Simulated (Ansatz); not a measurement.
# GaN/AlN superlattices of n and n bilayers along [0001]: modes against thickness

Aim: how do the zone-centre modes of GaN/AlN superlattices of n and n bilayers along [0001] change with n?

Calculated with Ansatz 0.2.0; DFT LDA, scalar-relativistic, plane waves, PAW; PAW set soft_1.

Report form: the programs' logs are mostly left out.

The structure was built from a prototype and need not be the compound's stable phase.

**1. The structure**

The structure is trigonal, space group P3m1 (No. 156). Conventional cell: a = 3.150 Å, b = 3.150 Å, c = 5.085 Å, α = 90.00°, β = 90.00°, γ = 120.00°. Ga has 4 N at 1.92 Å nearest. N has 3 Al at 1.92 Å and 1 Ga at 1.92 Å nearest. Al has 4 N at 1.92 Å nearest. Nearest to N lie 3 Ga at 1.92 Å and 1 Al at 1.92 Å. Farther neighbours and most contacts between anions are not listed.

Structure file:

```cif
data_structure
_symmetry_space_group_name_H-M 'P 1'
_symmetry_Int_Tables_number 1
_cell_length_a 3.1500
_cell_length_b 3.1500
_cell_length_c 5.0850
_cell_angle_alpha 90.000
_cell_angle_beta 90.000
_cell_angle_gamma 120.000
_cell_volume 43.70
loop_
_atom_site_label
_atom_site_type_symbol
_atom_site_fract_x
_atom_site_fract_y
_atom_site_fract_z
_atom_site_occupancy
Ga1 Ga 0.33333 0.66667 0.00000 1
N2 N 0.33333 0.66667 0.37800 1
Al3 Al 0.66667 0.33333 0.50000 1
N4 N 0.66667 0.33333 0.87800 1
```

**2. First relaxation: n = 1**

Cell and atoms are relaxed together, until forces and stress fall under their thresholds.

The cell for n = 1 and its atoms are relaxed.

input.yaml reads:

```yaml
crystal:
  lattice:
    - [3.15, 0.0, 0.0]
    - [-1.575, 2.72798, 0.0]
    - [0.0, 0.0, 5.085]
  atoms:
    - { symbol: Ga, position: [0.333333, 0.666667, 0.0] }
    - { symbol: "N", position: [0.333333, 0.666667, 0.378] }
    - { symbol: Al, position: [0.666667, 0.333333, 0.5] }
    - { symbol: "N", position: [0.666667, 0.333333, 0.878] }
kpoints:
  mp_grid: { grid: [9, 9, 6] }
hamiltonian:
  xc: lda
  pseudopotentials: { kind: paw, azcp: { folder: soft_1 }, xc_functional: pbe }
scf:
  occupations: { method: gaussian, width: 0.02 }
output:
  forces: true
  stress: true
  eigenvalues: true
relax:
  adjacent_minimum: "off"
  f_tol: 0.004
  max_steps: 80
  cell: { stress_tol: 0.04 }
```

On the command line:

```
> ansatz run input.yaml --threads 8 --pin off --max-ram 20480MiB --backend cpu --events-out ev --progress --plain --runs-dir out
```

Wall time 6.6 s (8 threads of Arm Neoverse V2, shared host); peak memory 0.44 GiB; 41 s of CPU time.

The steps of the relaxation:

```
step  energy less that of the first step (eV)  largest force component (eV/Å)  pressure (GPa)  volume (Å³)
   1                                   0.0000                          0.9375           -4.89        43.70
   2                                  -0.0420                          0.3962           -2.40        43.10
   3                                  -0.0523                          0.0550            0.08        42.57
   4                                  -0.0524                          0.0248            0.00        42.59
   5                                  -0.0524                          0.0019            0.01        42.59
   6                                  -0.0524                          0.0013           -0.01        42.59
  7*                                  -0.0501                          0.0010           -0.10        42.59
   8                                  -0.0501                          0.0004            0.00        42.57
  9*                                  -0.0501                          0.0005            0.00        42.57
```

Relaxation steps marked * repeat the geometry before them on a plane-wave basis chosen anew for their cell, so energy and pressure can jump there.

The run keeps the 6 symmetry operations that it works with, so distortions that break them were not tested.

```
conventional cell, symmetrised  before  after  change
                         a (Å)   3.150  3.119  -1.0 %
                         b (Å)   3.150  3.119  -1.0 %
                         c (Å)   5.085  5.053  -0.6 %
              volume (Å³/atom)   10.92  10.64  -2.6 %
```

The atoms that moved most (Å, as changes of fractional coordinates times the final cell):

```
atom     dx     dy      dz  length
  N2  0.000  0.000   0.036   0.036
  N4  0.000  0.000  -0.034   0.034
 Al3  0.000  0.000  -0.007   0.007
```

The relaxed structure:

```xyz
4
Lattice="3.1190 0.0000 0.0000 -1.5595 2.7011 0.0000 0.0000 0.0000 5.0527" Properties=species:S:1:pos:R:3 pbc="T T T"
Ga    0.0000    1.8008    0.0046
N     0.0000    1.8008    1.9464
Al    1.5595    0.9004    2.5193
N     1.5595    0.9004    4.4023
```

This step gave:

| Item | Value |
| --- | --- |
| pressure | 0.001464 GPa |
| gap on the k-mesh | 3.090 eV |
| volume per atom | 10.64 Å³ |

The relaxation ends at 10.64 Å³/atom.

The cell shrank by 2.6 % in volume. From the first step to the last the energy fell by 0.050 eV, across changes of basis, and the largest move was 0.036 Å (N2).

**3. Relaxation of a member: n = 1**

The relaxation for n = 1 is finished with tight tolerances.

input.yaml, the sections that differ from step 2:

```yaml
crystal:
  lattice:
    - [3.1190086489, 0.0, 0.0]
    - [-1.5595043245, 2.7011407246, 0.0]
    - [0.0, 0.0, 5.0527483055]
  atoms:
    - { symbol: Ga, position: [0.3333333333, 0.6666666667, 0.0009139633] }
    - { symbol: "N", position: [0.3333333333, 0.6666666667, 0.3852178764] }
    - { symbol: Al, position: [0.6666666667, 0.3333333333, 0.4986078111] }
    - { symbol: "N", position: [0.6666666667, 0.3333333333, 0.8712603493] }
scf:
  occupations: { method: fixed }
relax:
  adjacent_minimum: "off"
  f_tol: 0.001
  max_steps: 60
  cell: { stress_tol: 0.01 }
# kpoints, hamiltonian, output: as in step 2
```

It took 1.5 s on 8 threads; peak memory 0.42 GiB; 10 s of CPU time.

Little changed from the start: no atom moved by 0.005 Å and no cell edge by 0.1 %.

The largest force component left is 0.45 meV/Å.

**4. Modes of this member: n = 1**

The zone-centre modes follow for n = 1, with the response to a field.

input.yaml, as its differences from that of step 3:

```diff
@@ -18,9 +18,6 @@
 output:
-  forces: true
-  stress: true
   eigenvalues: true
-relax:
-  adjacent_minimum: "off"
-  f_tol: 0.001
-  max_steps: 60
-  cell: { stress_tol: 0.01 }
+phonons:
+  method: dfpt
+  dielectric: true
+  rigid_motions: translations
```

Elapsed: 30 s, on 8 threads; peak memory 1 GiB; 3.6 min of CPU time.

Numbers from this step:

* sum-rule residual before enforcement: 2.03e-4 eV/Å²
* miss of the charge sum rule: 0.001968 e
* estimated error of the dielectric tensor: 0.01410
* estimated error of the Born charges: 0.01462 e
* point group: 3m
* mean high-frequency dielectric constant: 5.024
* largest Born charge (third of the trace): -2.646 e
* mean static dielectric constant: 9.196
* top of the zone-centre spectrum with the field: 828.6 cm⁻¹
* highest mode at the zone centre of this cell (no LO-TO term): 715.8 cm⁻¹
* lowest mode at the zone centre of this cell, translations apart: 185.1 cm⁻¹

Without the LO-TO term. Patterns of degenerate modes are one choice out of their space. The modes at Γ (shares of kinetic energy by element, %):

```
mode  frequency (cm⁻¹)  symmetry  Ga %  N %  Al %
   1               0.0  acoustic    56   22    22
   2               0.0  acoustic    56   22    22
   3               0.0  acoustic    56   22    22
   4             185.1         E    30   24    46
   5             185.1         E    30   24    46
   6             424.6        A1    43   20    37
   7             577.9         E    14   86     0
   8             577.9         E    14   86     0
   9             605.4        A1     1   60    40
  10             653.8         E     0   68    32
  11             653.8         E     0   68    32
  12             715.8        A1     0   98     2
```

Displacements in mode 5 (185.1 cm⁻¹), the largest set to 1:
```
Ga1 -0.06 -0.51  0.00
N2   0.12  0.94  0.00
Al3  0.13  1.00  0.00
N4  -0.04 -0.35  0.00
```

Displacements in mode 12 (715.8 cm⁻¹), the largest set to 1:
```
Ga1  0.00  0.00  0.00
N2   0.00  0.00 -0.75
Al3  0.00  0.00 -0.13
N4   0.00  0.00  1.00
```

Levels of the cell without the LO-TO term. Infrared lines, with heights relative to the strongest:

```
position (cm⁻¹)  label  relative intensity
            185      E                 0.1
            425     A1                 7.7
            578      E                  81
            605     A1                  92
            654      E                 100
            716     A1                 3.0
```

Without the field, and with the three translations set apart, the lowest mode of the cell is real, 185 cm⁻¹, and the highest lies at 715.8 cm⁻¹.

**5. First relaxation: n = 4**

The cell for n = 4 and its atoms are relaxed.

System of this step: AlGaN2. Symmetry: P3m1, No. 156, trigonal system. Conventional cell: a = 3.150 Å, b = 3.150 Å, c = 20.340 Å, α = 90.00°, β = 90.00°, γ = 120.00°. Ga has 4 N at 1.92 Å nearest. Nearest to N lie 4 Ga at 1.92 Å. Nearest to Ga lie 4 N at 1.92 Å. N has 4 Ga at 1.92 Å nearest. Farther neighbours and most contacts between anions are not listed.

input.yaml reads:

```yaml
crystal:
  lattice:
    - [3.15, 0.0, 0.0]
    - [-1.575, 2.72798, 0.0]
    - [0.0, 0.0, 20.34]
  atoms:
    - { symbol: Ga, position: [0.333333, 0.666667, 0.0] }
    - { symbol: "N", position: [0.333333, 0.666667, 0.0945] }
    - { symbol: Ga, position: [0.666667, 0.333333, 0.125] }
    - { symbol: "N", position: [0.666667, 0.333333, 0.2195] }
    - { symbol: Ga, position: [0.333333, 0.666667, 0.25] }
    - { symbol: "N", position: [0.333333, 0.666667, 0.3445] }
    - { symbol: Ga, position: [0.666667, 0.333333, 0.375] }
    - { symbol: "N", position: [0.666667, 0.333333, 0.4695] }
    - { symbol: Al, position: [0.333333, 0.666667, 0.5] }
    - { symbol: "N", position: [0.333333, 0.666667, 0.5945] }
    - { symbol: Al, position: [0.666667, 0.333333, 0.625] }
    - { symbol: "N", position: [0.666667, 0.333333, 0.7195] }
    - { symbol: Al, position: [0.333333, 0.666667, 0.75] }
    - { symbol: "N", position: [0.333333, 0.666667, 0.8445] }
    - { symbol: Al, position: [0.666667, 0.333333, 0.875] }
    - { symbol: "N", position: [0.666667, 0.333333, 0.9695] }
kpoints:
  mp_grid: { grid: [9, 9, 2] }
hamiltonian:
  xc: lda
  pseudopotentials: { kind: paw, azcp: { folder: soft_1 }, xc_functional: pbe }
scf:
  occupations: { method: gaussian, width: 0.02 }
output:
  forces: true
  stress: true
  eigenvalues: true
relax:
  adjacent_minimum: "off"
  f_tol: 0.004
  max_steps: 80
  cell: { stress_tol: 0.04 }
```

Run time: 41 s. Hardware: 8 threads; peak memory 0.89 GiB; 5.2 min of CPU time.

Relaxation path:

```
step  energy less that of the first step (eV)  largest force component (eV/Å)  pressure (GPa)  volume (Å³)
   1                                   0.0000                          0.9385           -4.98       174.78
   2                                  -0.1636                          0.4077           -2.47       172.32
   3                                  -0.1985                          0.1079           -0.02       170.23
   4                                  -0.1992                          0.0322            0.02       170.21
   5                                  -0.1994                          0.0071            0.01       170.21
   6                                  -0.1993                          0.0024            0.00       170.23
   7                                  -0.1994                          0.0005            0.00       170.23
  8*                                  -0.1900                          0.0005           -0.10       170.23
   9                                  -0.1902                          0.0014            0.00       170.15
 10*                                  -0.1900                          0.0015            0.00       170.15
```

Relaxation steps marked * repeat the geometry before them on a plane-wave basis chosen anew for their cell, so energy and pressure can jump there.

Forces are held to the 6 operations that the run works with; a distortion that breaks them can't arise in this run.

```
conventional cell, symmetrised  before   after  change
                         a (Å)   3.150   3.120  -0.9 %
                         b (Å)   3.150   3.120  -0.9 %
                         c (Å)  20.340  20.181  -0.8 %
              volume (Å³/atom)   10.92   10.63  -2.7 %
```

The atoms that moved most (Å, as changes of fractional coordinates times the final cell):

```
atom     dx     dy      dz  length
  N8  0.000  0.000   0.126   0.126
 N16  0.000  0.000  -0.118   0.118
Al15  0.000  0.000  -0.095   0.095
 Ga7  0.000  0.000   0.088   0.088
 Ga1  0.000  0.000  -0.085   0.085
 Al9  0.000  0.000   0.083   0.083
  N6  0.000  0.000   0.061   0.061
 N14  0.000  0.000  -0.059   0.059
```

Final coordinates:

```xyz
16
Lattice="3.1201 0.0000 0.0000 -1.5601 2.7021 0.0000 0.0000 0.0000 20.1814" Properties=species:S:1:pos:R:3 pbc="T T T"
Ga    0.0000    1.8014   -0.0847
N     0.0000    1.8014    1.8545
Ga    1.5601    0.9007    2.4941
N     1.5601    0.9007    4.4339
Ga    0.0000    1.8014    5.0736
N     0.0000    1.8014    7.0133
Ga    1.5601    0.9007    7.6563
N     1.5601    0.9007    9.6007
Al    0.0000    1.8014   10.1736
N     0.0000    1.8014   12.0566
Al    1.5601    0.9007   12.6384
N     1.5601    0.9007   14.5202
Al    0.0000    1.8014   15.1018
N     0.0000    1.8014   16.9837
Al    1.5601    0.9007   17.5635
N     1.5601    0.9007   19.4474
```

Numbers from this step:

- pressure: -0.002774 GPa
- gap on the k-mesh: 2.653 eV
- volume per atom: 10.63 Å³

The relaxation ends at 10.63 Å³/atom.

**6. A member of the series: n = 4**

The relaxation for n = 4 is finished with tight tolerances.

input.yaml reads:

```yaml
crystal:
  lattice:
    - [3.120135008, 0.0, 0.0]
    - [-1.560067504, 2.7021161802, 0.0]
    - [0.0, 0.0, 20.1813879498]
  atoms:
    - { symbol: Ga, position: [0.3333333333, 0.6666666667, -0.0041964242] }
    - { symbol: "N", position: [0.3333333333, 0.6666666667, 0.0918894193] }
    - { symbol: Ga, position: [0.6666666667, 0.3333333333, 0.1235817724] }
    - { symbol: "N", position: [0.6666666667, 0.3333333333, 0.219703394] }
    - { symbol: Ga, position: [0.3333333333, 0.6666666667, 0.2513990552] }
    - { symbol: "N", position: [0.3333333333, 0.6666666667, 0.3475136947] }
    - { symbol: Ga, position: [0.6666666667, 0.3333333333, 0.3793733922] }
    - { symbol: "N", position: [0.6666666667, 0.3333333333, 0.4757218886] }
    - { symbol: Al, position: [0.3333333333, 0.6666666667, 0.5041090133] }
    - { symbol: "N", position: [0.3333333333, 0.6666666667, 0.5974109416] }
    - { symbol: Al, position: [0.6666666667, 0.3333333333, 0.6262404096] }
    - { symbol: "N", position: [0.6666666667, 0.3333333333, 0.7194846761] }
    - { symbol: Al, position: [0.3333333333, 0.6666666667, 0.7483040716] }
    - { symbol: "N", position: [0.3333333333, 0.6666666667, 0.8415540424] }
    - { symbol: Al, position: [0.6666666667, 0.3333333333, 0.8702809146] }
    - { symbol: "N", position: [0.6666666667, 0.3333333333, 0.9636297386] }
kpoints:
  mp_grid: { grid: [9, 9, 2] }
hamiltonian:
  xc: lda
  pseudopotentials: { kind: paw, azcp: { folder: soft_1 }, xc_functional: pbe }
scf:
  occupations: { method: fixed }
output:
  forces: true
  stress: true
  eigenvalues: true
relax:
  adjacent_minimum: "off"
  f_tol: 0.001
  max_steps: 60
  cell: { stress_tol: 0.01 }
```

Wall time 12 s (8 threads); peak memory 0.84 GiB.

Little changed from the start: no atom moved by 0.005 Å and no cell edge by 0.1 %.

This step gave:

```
pressure : -0.001323 GPa
```

The largest force component left is 0.76 meV/Å.

(Part 1 of 2 ends here.)

[Logs are printed without paths, hosts, clocks, repeated set-up lines and the standing remarks that a program may print on its own settings, such as how far it seeks lower states.]

[Hosts, paths, dates, database ids (printed as entryN), source tags and the programs' standing remarks are cut or masked in the printed files.]
